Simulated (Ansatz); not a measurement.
In doubt: one-shot GW on d or f shells is unsure, so the values of those runs are not to be relied on.

LaCuSeO (P4/nmm), computed twice by G0W0.

```
La Cu Se O
1.0
     4.06712    0.00000    0.00000
     0.00000    4.06712    0.00000
     0.00000    0.00000    8.79750
La Cu Se O
2 2 2 2
Direct
  0.50000 0.00000 0.13980
  0.00000 0.50000 0.86020
  0.50000 0.50000 0.50000
  0.00000 0.00000 0.50000
  0.50000 0.00000 0.66980
  0.00000 0.50000 0.33020
  0.50000 0.50000 0.00000
  0.00000 0.00000 0.00000
```

The cell and positions come from the Crystallography Open Database and are kept as given unless a step says otherwise. Spin-orbit coupling is left out unless a run names it.

The first (Ansatz 0.2.0; start r2SCAN, 4×4×2 mesh, 934 empty bands, screening to 200 eV, PAW set soft_1 files; 1 × NVIDIA H100 80GB HBM3 (shared by 6 runs) with 2 threads of AMD EPYC 7R13 (Zen 3), shared host) gave, on its mesh: starting gap 1.89 eV, G0W0 gap 2.36 eV, RPA ε∞ (mean) 7.05, 2.9 min.

The second gave: starting gap 1.89 eV, G0W0 gap 2.71 eV, RPA ε∞ (mean) 7.07, 28 s.

**Question.** What was changed in the input? Choose among start, files, mesh, bands and cutoff, frequency model or another key.

Changed: empty bands from 934 to 153 and screening cutoff (eV) from 200.0 to 60. The starting gap stayed, which rules out the functional and points to the GW step. Other changes could give like numbers; this is the one that was made.

Limits: not at the basis limit; f levels unsure; d shell near the gap, gap tends to lie low; no spin-orbit coupling; coarse k mesh.

[Paths, hosts, dates, memory and timing lines, banners, echoed tables and standing remarks are left out of the program output.]

[Logs are printed without paths, hosts, clocks, repeated set-up lines and the standing remarks that a program may print on its own settings, such as how far it seeks lower states.]

[Runs of the session that timed out or met a known fault of the program may be left out.]

[Cells called generated may have been cut or substituted from an entry of the Crystallography Open Database or the Materials Project.]

[Hosts, paths, dates, database ids (printed as entryN), source tags and the programs' standing remarks are cut or masked in the printed files.]
